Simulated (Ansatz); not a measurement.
**A hypothetical structure for KCuI2F**

This structure for KCuI2F is made up. Its elements were placed in a known structure type with a cell scaled to their sizes. What cell does the guess relax to, and how far off was it?

Program: Ansatz 0.2.0. Level of theory: DFT, PBEsol, plane-wave PAW, files of the set soft_1, scalar-relativistic, ferromagnetic start, cell and ions relaxed at zero pressure; PAW set soft_1, in the first sound run; inputs show where later runs differ. Results are calculated unless marked as measured.

## (1) Set-up

It takes space group Cmmm (No. 65, orthorhombic). The conventional cell has a = 7.491 Å, b = 7.549 Å, c = 5.006 Å, α = 90.00°, β = 90.00°, γ = 90.00°. Nearest to I lie 2 Cu at 2.66 Å and 4 K at 3.65 Å. Nearest to Cu lie 2 F at 2.50 Å and 4 I at 2.66 Å. Nearest to K lie 8 I at 3.65 Å and 2 F at 3.75 Å. Nearest to F lie 2 Cu at 2.50 Å. Farther neighbours and most contacts between anions are not listed.

As a file:

```cif
data_structure
_symmetry_space_group_name_H-M 'Cmmm'
_symmetry_Int_Tables_number 65
_cell_length_a 7.4910
_cell_length_b 7.5490
_cell_length_c 5.0060
_cell_angle_alpha 90.000
_cell_angle_beta 90.000
_cell_angle_gamma 90.000
_cell_volume 283.09
loop_
_atom_site_label
_atom_site_type_symbol
_atom_site_symmetry_multiplicity
_atom_site_Wyckoff_symbol
_atom_site_fract_x
_atom_site_fract_y
_atom_site_fract_z
_atom_site_occupancy
I1 I 4 e 0.25000 0.25000 0.00000 1
Cu1 Cu 2 b 0.50000 0.00000 0.00000 1
K1 K 2 d 0.00000 0.00000 0.50000 1
F1 F 2 c 0.50000 0.00000 0.50000 1
```

## (2) Relaxing cell and atoms

The guess takes its coordinates from another compound and its volume from a rule, so the cell and any free coordinates are relaxed together.

The input, input.yaml:

```yaml
crystal:
  lattice:
    - [3.7455, -3.7745, 0.0]
    - [3.7455, 3.7745, 0.0]
    - [0.0, 0.0, 5.006]
  atoms:
    - { symbol: I, position: [0.0, 0.5, 0.0] }
    - { symbol: I, position: [0.5, 0.0, 0.0] }
    - { symbol: Cu, position: [0.5, 0.5, 0.0], spin: 0.6 }
    - { symbol: K, position: [0.0, 0.0, 0.5] }
    - { symbol: F, position: [0.5, 0.5, 0.5] }
magnetization:
  spin_polarized: true
kpoints:
  mp_grid: { grid: [5, 5, 6] }
scf:
  occupations: { method: fermi_dirac, width: 0.05 }
hamiltonian:
  xc: pbesol
  pseudopotentials: { kind: paw, azcp: { folder: soft_1 }, xc_functional: pbe }
relax:
  f_tol: 0.015
  max_steps: 70
  cell: {}
output:
  forces: true
  stress: true
```

Launch:

```
> ansatz run input.yaml --threads 4 --pin off --max-ram 8192MiB --backend cpu --events-out ev --progress --plain --runs-dir out
```

Numbers of over 12 decimals in the logs are rounded to 6 here.

Output:

```text
Engine: ansatz 0.2.0, aarch64-unknown-linux-gnu
Pseudopotentials: kind: paw
Pseudopotential: I, paw, valence charge 17, recommended cutoff 420 eV (normal), soft_1/I.paw.azcp
Pseudopotential: Cu, paw, valence charge 19, recommended cutoff 420 eV (normal), soft_1/Cu.paw.azcp
Pseudopotential: K, paw, valence charge 9, recommended cutoff 420 eV (normal), soft_1/K.paw.azcp
Pseudopotential: F, paw, valence charge 7, recommended cutoff 420 eV (normal), soft_1/F.paw.azcp
Functional definition: PBEsol
  exchange = pbesol_x
  correlation = pbesol_c
Crystal: 5 atoms, lattice volume = 141.544 Å³
Basis set: ecut = 420 eV, 2761 PW (Γ), exchange–correlation on 72×72×72 points (8 copies of the dense FFT grid, shifted against one another)
Bands: 42, of which v1, the nominal top of the filled ones, is band 35 counted from 1 (34 counted from 0)
Symmetry: 8 space group operations
Space group: Cmmm (ITA 65), of the structure as read, at distance tolerance 5.2e-5 Å
Magnetic group: BNS 65.481 (UNI 579), of the structure as read, at distance tolerance 5.2e-5 Å
k-points: 36 of 150
Non-local potential: I, projectors of the file, l = 0: 2, l = 1: 2, l = 2: 2, l = 3: 1
Non-local potential: Cu, projectors of the file, l = 0: 3, l = 1: 2, l = 2: 3, l = 3: 1
Non-local potential: K, projectors of the file, l = 0: 3, l = 1: 2, l = 2: 2
Non-local potential: F, projectors of the file, l = 0: 2, l = 1: 2, l = 2: 1
PAW form: soft (Blöchl's): semilocal exchange-correlation on the pseudo side does not see the compensation charge
PAW frozen core: I, regenerated for the run's functional, and the local potential with it (the file was generated under x = pbe(κ = 0.804, μ = 0.219515), c = pbe(β = 0.066725))
PAW frozen core: Cu, regenerated for the run's functional, and the local potential with it (the file was generated under x = pbe(κ = 0.804, μ = 0.219515), c = pbe(β = 0.066725))
PAW frozen core: K, regenerated for the run's functional, and the local potential with it (the file was generated under x = pbe(κ = 0.804, μ = 0.219515), c = pbe(β = 0.066725))
PAW frozen core: F, regenerated for the run's functional, and the local potential with it (the file was generated under x = pbe(κ = 0.804, μ = 0.219515), c = pbe(β = 0.066725))
PAW one-centre angular grid: I, 590 points (default); XC on 64 Gauss nodes
PAW one-centre angular grid: Cu, 590 points (default); XC on 64 Gauss nodes
PAW one-centre angular grid: K, 110 points (default); XC on 64 Gauss nodes
PAW one-centre angular grid: F, 110 points (default); XC on 64 Gauss nodes
Initial density: superposition of atomic densities (chi_scale 0.1, normalization cell, long waves kept (reshape's long-wave potential 0.08 eV rms))
Starting moments: Σ|m| = 0.6 μB on 1 of 5 sites
Initial wavefunctions: pseudopotential atomic-orbital guess
Functional: x = pbesol(κ = 0.804, μ = 0.123457), c = pbesol(β = 0.046)
SCF iter   1: F=—  HF=-23785.761933 eV  |F-HF|=—  |Δ(HF+E_count)|=         —  Δρ=1.55e-1 (↑1.47e-1 ↓1.55e-1)  dr2=1.58e2  dr2_m=7.76e-1  M=0.052 μB ∫|m|=0.060 μB  β_m=0.30  ethr=3.10e-3  ⟨swp⟩=9.7  Hψ=14892  notcnv=0  defer=1
preconditioner: auto → Kerker (q_TF=auto, 2.420 Å⁻¹)  [metal: Δε(μ)=0.007 eV  Ē_g=10.740 eV  σ=0.050 eV  W_gap=0.03  n_scr=30 (ndim 8)  ℏωp=19.5 eV  f_vac=0.095  D(μ)=6.07/eV (n_scr^D=56)]
spin=Collinear: Kerker preconditioning applied to the charge; magnetization (m = ρ↑ − ρ↓) channel mixes plain (no charge-response kernel on spin).
SCF iter   2: F=—  HF=-23773.323378 eV  |F-HF|=—  |Δ(HF+E_count)|=    1.24e1  Δρ=5.43e-2 (↑5.43e-2 ↓4.54e-2)  dr2=9.08e0  dr2_m=7.72e-2  M=0.280 μB ∫|m|=0.285 μB  β_m=0.30  ethr=3.10e-3  ⟨swp⟩=4.5  Hψ=7951  notcnv=0  defer=36
SCF iter   3: F=—  HF=-23772.135666 eV  |F-HF|=—  |Δ(HF+E_count)|=    1.19e0  Δρ=2.22e-2 (↑2.22e-2 ↓2.19e-2)  dr2=1.82e0  dr2_m=1.38e-1  M=0.217 μB ∫|m|=0.220 μB  β_m=0.30  ethr=3.10e-3  ⟨swp⟩=2.2  Hψ=5985  notcnv=0  defer=127
SCF iter   4: F=—  HF=-23771.960631 eV  |F-HF|=—  |Δ(HF+E_count)|=   1.75e-1  Δρ=1.77e-2 (↑1.77e-2 ↓9.28e-3)  dr2=1.27e0  dr2_m=7.61e-2  M=0.184 μB ∫|m|=0.187 μB  β_m=0.30  ethr=2.63e-3  ⟨swp⟩=2.2  Hψ=5432  notcnv=0  defer=128
SCF iter   5: F=—  HF=-23771.832223 eV  |F-HF|=—  |Δ(HF+E_count)|=   1.28e-1  Δρ=1.60e-2 (↑1.41e-2 ↓1.60e-2)  dr2=1.18e0  dr2_m=7.43e-2  M=0.134 μB ∫|m|=0.139 μB  β_m=0.30  ethr=1.84e-3  ⟨swp⟩=3.6  Hψ=5108  notcnv=0  defer=129
SCF iter   6: F=—  HF=-23771.593544 eV  |F-HF|=—  |Δ(HF+E_count)|=   2.39e-1  Δρ=1.02e-2 (↑8.06e-3 ↓1.02e-2)  dr2=1.81e-1  dr2_m=3.31e-2  M=0.166 μB ∫|m|=0.169 μB  β_m=0.30  ethr=1.71e-3  ⟨swp⟩=3.5  Hψ=5034  notcnv=0  defer=125
SCF iter   7: F=—  HF=-23771.627872 eV  |F-HF|=—  |Δ(HF+E_count)|=   3.43e-2  Δρ=7.49e-3 (↑6.87e-3 ↓7.49e-3)  dr2=2.27e-1  dr2_m=2.32e-2  M=0.140 μB ∫|m|=0.143 μB  β_m=0.30  ethr=2.62e-4  ⟨swp⟩=3.0  Hψ=4913  notcnv=0  defer=124
SCF iter   8: F=—  HF=-23771.609972 eV  |F-HF|=—  |Δ(HF+E_count)|=   1.79e-2  Δρ=1.06e-2 (↑3.39e-3 ↓1.06e-2)  dr2=2.42e-1  dr2_m=2.00e-2  M=0.125 μB ∫|m|=0.129 μB  β_m=0.30  ethr=2.62e-4  ⟨swp⟩=4.1  Hψ=5876  notcnv=0  defer=118
Mixer restart at iter 8: flushing history
spin-set hold released at iteration 8 (site moments contracting): the magnetisation degrees of freedom join the quasi-Newton model from the next iteration; the mixer history was flushed
SCF iter   9: F=—  HF=-23771.599810 eV  |F-HF|=—  |Δ(HF+E_count)|=   1.02e-2  Δρ=4.87e-3 (↑4.87e-3 ↓1.90e-3)  dr2=2.12e-2  dr2_m=7.47e-3  M=0.128 μB ∫|m|=0.131 μB  β_m=0.30  ethr=2.62e-4  ⟨swp⟩=2.5  Hψ=4242  notcnv=0  defer=114
SCF iter  10: F=—  HF=-23771.595745 eV  |F-HF|=—  |Δ(HF+E_count)|=   4.06e-3  Δρ=4.89e-3 (↑1.05e-3 ↓4.89e-3)  dr2=3.94e-2  dr2_m=7.25e-3  M=0.116 μB ∫|m|=0.120 μB  β_m=0.24  ethr=3.07e-5  ⟨swp⟩=2.0  Hψ=5922  notcnv=0  defer=114
SCF iter  11: F=—  HF=-23771.594446 eV  |F-HF|=—  |Δ(HF+E_count)|=   1.30e-3  Δρ=2.01e-3 (↑2.01e-3 ↓9.84e-4)  dr2=2.39e-3  dr2_m=2.32e-3  M=0.103 μB ∫|m|=0.106 μB  β_m=0.68  ethr=3.07e-5  ⟨swp⟩=1.8  Hψ=3644  notcnv=0  defer=114
SCF iter  12: F=—  HF=-23771.597763 eV  |F-HF|=—  |Δ(HF+E_count)|=   3.32e-3  Δρ=1.23e-3 (↑1.23e-3 ↓1.03e-3)  dr2=4.56e-3  dr2_m=3.05e-4  M=0.063 μB ∫|m|=0.065 μB  β_m=0.61  ethr=3.47e-6  ⟨swp⟩=2.0  Hψ=5635  notcnv=0  defer=114
SCF iter  13: F=—  HF=-23771.597215 eV  |F-HF|=—  |Δ(HF+E_count)|=   5.48e-4  Δρ=5.64e-4 (↑2.95e-4 ↓5.64e-4)  dr2=5.81e-4  dr2_m=4.59e-5  M=0.037 μB ∫|m|=0.039 μB  β_m=0.63  ethr=3.47e-6  ⟨swp⟩=2.0  Hψ=4342  notcnv=0  defer=114
[...]
relax step   5: F+E_penalty+E_count = -23772.23087373 eV  Δ(F+E_penalty+E_count) = -9.397e-2 eV  max|allowed force component| = 1.515e-28 eV/Å  Δτ_max = 0.0000 Å  P = +1.054 GPa  Ω = 121.231 Å³  energy of the carried Pulay correction = +9.990e-3 eV  (10 SCF iters, dr2 threshold 5.00e-7 eV, accepted)
[...]
relax step   6: F+E_penalty+E_count = -23772.24790560 eV  Δ(F+E_penalty+E_count) = -1.703e-2 eV  max|allowed force component| = 3.787e-30 eV/Å  Δτ_max = 0.0000 Å  P = +0.078 GPa  Ω = 124.390 Å³  energy of the carried Pulay correction = +7.975e-3 eV  (9 SCF iters, dr2 threshold 5.00e-7 eV, accepted)
[...]
relax step   7: F+E_penalty+E_count = -23772.24795105 eV  Δ(F+E_penalty+E_count) = -4.545e-5 eV  max|allowed force component| = 4.102e-29 eV/Å  Δτ_max = 0.0000 Å  P = +0.000 GPa  Ω = 124.577 Å³  energy of the carried Pulay correction = +7.875e-3 eV  (8 SCF iters, dr2 threshold 7.23e-8 eV, accepted)
[...]
relax step   8: F+E_penalty+E_count = -23772.25071012 eV  Δ(F+E_penalty+E_count) = -2.759e-3 eV  max|allowed force component| = 1.565e-28 eV/Å  Δτ_max = 0.0000 Å  P = +0.040 GPa  Ω = 124.577 Å³  stress off target by 1.06e-1 GPa  SCF on the basis re-selected at this cell (its energy is not comparable with the rows above)  (12 SCF iters)
[...]
relax step   9: F+E_penalty+E_count = -23772.25074540 eV  Δ(F+E_penalty+E_count) = -3.528e-5 eV  max|allowed force component| = 3.913e-29 eV/Å  Δτ_max = 0.0000 Å  P = +0.006 GPa  Ω = 124.748 Å³  energy of the carried Pulay correction = -1.196e-4 eV  (8 SCF iters, dr2 threshold 2.80e-8 eV, accepted)
iter 1 solved again at ethr=2.51e-7 eV; its pass at ethr=3.10e-3 eV (dr2=1.73e-4 eV) is discarded
SCF iter   1: F=—  HF=-23772.250695 eV  |F-HF|=—  |Δ(HF+E_count)|=         —  Δρ=5.45e-5 (↑5.45e-5 ↓5.45e-5)  dr2=3.24e-7  dr2_m=5.95e-12  M=-0.000 μB ∫|m|=0.000 μB  β_m=0.30  ethr=2.51e-7  ⟨swp⟩=3.4  Hψ=22130  notcnv=0
preconditioner: auto → Kerker (q_TF=auto, 2.472 Å⁻¹)  [metal: Δε(μ)=0.042 eV  Ē_g=10.974 eV  σ=0.050 eV  W_gap=0.21  n_scr=30 (ndim 8)  ℏωp=20.2 eV  f_vac=0.056  D(μ)=1.40/eV (n_scr^D=4)]
spin=Collinear: Kerker preconditioning applied to the charge; magnetization (m = ρ↑ − ρ↓) channel mixes plain (no charge-response kernel on spin).
SCF iter   2: F=—  HF=-23772.250776 eV  |F-HF|=—  |Δ(HF+E_count)|=   8.13e-5  Δρ=3.84e-5 (↑3.84e-5 ↓3.84e-5)  dr2=1.63e-7  dr2_m=4.21e-12  M=-0.000 μB ∫|m|=0.000 μB  β_m=0.63  ethr=4.69e-10  ⟨swp⟩=2.1  Hψ=5248  notcnv=0
SCF iter   3: F=—  HF=-23772.250853 eV  |F-HF|=—  |Δ(HF+E_count)|=   7.67e-5  Δρ=9.76e-6 (↑9.72e-6 ↓9.76e-6)  dr2=2.76e-7  dr2_m=4.49e-13  M=-0.000 μB ∫|m|=0.000 μB  β_m=0.43  ethr=2.36e-10  ⟨swp⟩=2.0  Hψ=5428  notcnv=0
SCF iter   4: F=—  HF=-23772.250853 eV  |F-HF|=—  |Δ(HF+E_count)|=   5.12e-7  Δρ=7.30e-7 (↑7.10e-7 ↓7.30e-7)  dr2=1.16e-9  dr2_m=3.52e-13  M=-0.000 μB ∫|m|=0.000 μB  β_m=0.48  ethr=2.36e-10  ⟨swp⟩=2.0  Hψ=3650  notcnv=0
SCF iter   5: F=—  HF=-23772.250855 eV  |F-HF|=—  |Δ(HF+E_count)|=   1.91e-6  Δρ=2.29e-7 (↑2.29e-7 ↓2.24e-7)  dr2=5.90e-10  dr2_m=1.74e-13  M=-0.000 μB ∫|m|=0.000 μB  β_m=0.74  ethr=1.68e-12  ⟨swp⟩=2.0  Hψ=4835  notcnv=0
SCF iter   6: F=—  HF=-23772.250855 eV  |F-HF|=—  |Δ(HF+E_count)|=  2.26e-10  Δρ=1.49e-7 (↑1.46e-7 ↓1.49e-7)  dr2=2.46e-10  dr2_m=3.27e-14  M=-0.000 μB ∫|m|=0.000 μB  β_m=0.81  ethr=1.00e-12  ⟨swp⟩=2.0  Hψ=3304  notcnv=0
SCF iter   7: F=—  HF=-23772.250855 eV  |F-HF|=—  |Δ(HF+E_count)|=  2.18e-11  Δρ=1.05e-7 (↑1.05e-7 ↓1.03e-7)  dr2=7.21e-11  dr2_m=2.05e-15  M=0.000 μB ∫|m|=0.000 μB  β_m=0.91  ethr=1.00e-12  ⟨swp⟩=2.0  Hψ=3226  notcnv=0
SCF iter   8: F=-23772.250855 eV  HF=-23772.250855 eV  |F-HF|=3.64e-12  |Δ(HF+E_count)|=  3.64e-12  Δρ=4.89e-8 (↑4.75e-8 ↓4.89e-8)  dr2=1.96e-11  dr2_m=9.35e-16  M=0.000 μB ∫|m|=0.000 μB  ethr=1.00e-12  ⟨swp⟩=4.0  Hψ=9044  notcnv=0
the starting moments were not kept: the SCF closed with an absolute magnetisation of 1.8e-8 μB, where they sum to 0.6 μB in size (1 site). That is at most 0.1 of that sum. Measured as dr2_m measures the in/out step, that magnetisation stands 4.5e-16 eV from none, at or under the dr2_threshold of 5.0e-11 eV: it is no larger than a step whose dr2_m would equal this threshold.
SCF 10 converged in 8 iterations: F = -23772.250855 eV  dr2 = 1.96e-11
relax step  10: F+E_penalty+E_count = -23772.25085506 eV  Δ(F+E_penalty+E_count) = -1.097e-4 eV  max|allowed force component| = 1.026e-29 eV/Å  Δτ_max = 0.0000 Å  P = +0.008 GPa  Ω = 124.748 Å³  stress off target by 1.76e-2 GPa  SCF on the basis re-selected at this cell (its energy is not comparable with the rows above)  (8 SCF iters)
basis re-selected at this cell: Δ(F+E_penalty+E_count) = -1.097e-4 eV, ΔP = +0.001 GPa vs the last step (what re-selecting the basis moved, of the pressure what is left beyond the Pulay correction that the steps carried, after the strain that the cell walked since its last selection, with what the two solves' SCF thresholds leave and, on support functions, any second-order correction that the steps lacked; it is no m [...]
SCF converged after 8 iterations
Magnetization: 0.0000 μB (34.5000 up, 34.5000 down)
Absolute magnetization: 0.0000 μB (∫|ρ↑−ρ↓|, with the PAW one-centre terms)
Spin contamination: 0.0000 ħ² per cell (⟨S²⟩ above its minimum at these occupations)
Per-site moments (μB) at R_I (Å): [(4.94400684295149e-10, 1.153196), (4.944003318020845e-10, 1.153196), (1.0055321260820479e-8, 0.823018), (-7.031885407096818e-12, 1.416764), (2.7863260852393167e-9, 0.823018)]
Free energy (F): -23772.250855 eV
Harris-Foulkes:  -23772.250855 eV  (|F-HF|=3.64e-12)
Internal energy: -23772.238479 eV  (E = F + TS)
E sigma→0 (E₀):  -23772.244667 eV
Entropy (-TS):   -0.012376 eV (-2.475 meV/atom)
Fermi energy:    6.539324 eV
--- Per-component energies (eV) ---
  E_band       = -1355.537624
  E_kinetic    = 1027.888212
  E_local      = -11892.159214  (includes V_loc(G=0)·N_el)
  E_nonlocal   = 1233.030407
  E_hartree    = 5173.301251
  E_xc         = -491.105058
  E_vxc        = -570.897587  (∫ρ·V_xc dr)
  E_paw        = -12146.699575  (= ΣΔE_a)
  E_vpaw       = -1499.998481  (= ΣTr[D̂ρ^β])
  E_aug_tail   = -0.003109  (compensation charges beyond the density's cutoff)
  E_ewald      = -6677.672195
  E_core_change = 1.180802  (= ΣΔE_core)
  E_smearing   = -0.012376  (= −TS)
  E_closure    = -0.000000  (closes the sum)
  Σ components = -23772.250855   (vs F -23772.250855, Δ=0.00e0)
--- Forces (eV/Å), atoms counted from 1 ---
  atom   1  I      0.00000000     0.00000000     0.00000000
  atom   2  I      0.00000000    -0.00000000     0.00000000
  atom   3  Cu     0.00000000     0.00000000     0.00000000
  atom   4  K      0.00000000     0.00000000     0.00000000
  atom   5  F      0.00000000     0.00000000     0.00000000
  max |Σ_I F_I| component: 1.18e-29 eV/Å
--- Stress (GPa, compression-positive) ---
        0.017605       0.000000       0.000000
        0.000000       0.004700      -0.000000
        0.000000      -0.000000       0.000680
  P = ⅓ Tr σ = 0.0077 GPa (0.077 kbar)
--- Relaxed structure (8 steps of the walk, 8 accepted, 2 SCFs on fresh bases) ---
  F+E_penalty+E_count = -23772.25085506 eV   max|allowed force component| = 1.026e-29 eV/Å   (the final SCF, on the basis selected at the relaxed cell)
  cell:  # Å, volume = 124.7479 Å³
    - [3.952365, -3.954860, 3.069862498782566e-17]
    - [3.952365, 3.954860, 3.0698624987825645e-17]
    - [4.102985360807774e-17, 0, 3.990389]
  atoms:
    - { symbol: I, position: [2.7755575615628914e-17, 0.5, 0] }
    - { symbol: I, position: [0.5, 2.7755575615628914e-17, 0] }
    - { symbol: Cu, position: [0.5, 0.5, 0] }
    - { symbol: K, position: [0.0, 0.0, 0.500000] }
    - { symbol: F, position: [0.5, 0.5, 0.500000] }
```

The job ended after 56 s (4 threads of Arm Neoverse V2, shared host; peak memory 0.68 GiB; 3.5 min of CPU time).

Relaxation path:

```csv
step,energy less that of the first step (eV),largest force component (eV/Å),pressure (GPa),volume (Å³)
1,0.0000,0.0000,-2.34,141.54
2,-0.1992,0.0000,-1.21,133.22
3,-0.3794,0.0000,-0.38,127.48
4,-0.5395,0.0000,0.28,123.64
5,-0.6335,0.0000,1.05,121.23
6,-0.6505,0.0000,0.08,124.39
7,-0.6506,0.0000,0.00,124.58
8*,-0.6533,0.0000,0.04,124.58
9,-0.6534,0.0000,0.01,124.75
10*,-0.6535,0.0000,0.01,124.75
```

Relaxation steps marked * repeat the geometry before them on a plane-wave basis chosen anew for their cell, so energy and pressure can jump there.

Forces are held to the 8 operations that the run works with; a distortion that breaks them can't arise in this run.

```csv
cell as run,before,after,change
a (Å),5.317,5.591,+5.1 %
b (Å),5.317,5.591,+5.1 %
c (Å),5.006,3.990,-20.3 %
γ (°),90.44,90.04,-0.4 %
volume (Å³/atom),28.31,24.95,-11.9 %
```

The relaxed structure:

```cif
data_structure
_symmetry_space_group_name_H-M 'P 1'
_symmetry_Int_Tables_number 1
_cell_length_a 5.5913
_cell_length_b 5.5913
_cell_length_c 3.9904
_cell_angle_alpha 90.000
_cell_angle_beta 90.000
_cell_angle_gamma 90.036
_cell_volume 124.75
loop_
_atom_site_label
_atom_site_type_symbol
_atom_site_fract_x
_atom_site_fract_y
_atom_site_fract_z
_atom_site_occupancy
I1 I 0.00000 0.50000 0.00000 1
I2 I 0.50000 0.00000 0.00000 1
Cu3 Cu 0.50000 0.50000 0.00000 1
K4 K 0.00000 0.00000 0.50000 1
F5 F 0.50000 0.50000 0.50000 1
```

Numbers from this step:

- free energy: -23772.2509 eV
- energy at zero smearing: -23772.2447 eV
- smearing term TS: 0.01238 eV
- Fermi energy: 6.539 eV
- electrons: 69
- symmetry operations: 8
- pressure: 0.007662 GPa

Shortest distances by pair of elements, guess and relaxed (not always the same contact):

| pair | guess (Å) | relaxed (Å) |
| --- | --- | --- |
| Cu–F | 2.503 | 1.995 |
| Cu–I | 2.659 | 2.796 |
| F–I | 3.652 | 3.435 |
| I–K | 3.652 | 3.435 |
| I–I | 3.745 | 3.952 |

The relaxation ends with a pressure of 0.01 GPa. The starting moments have collapsed: the run ends non-magnetic.

(Continued in part 2 of 2.)

[Logs are printed without paths, hosts, clocks, repeated set-up lines and the standing remarks that a program may print on its own settings, such as how far it seeks lower states.]

[Hosts, paths, dates, database ids (printed as entryN), source tags and the programs' standing remarks are cut or masked in the printed files.]
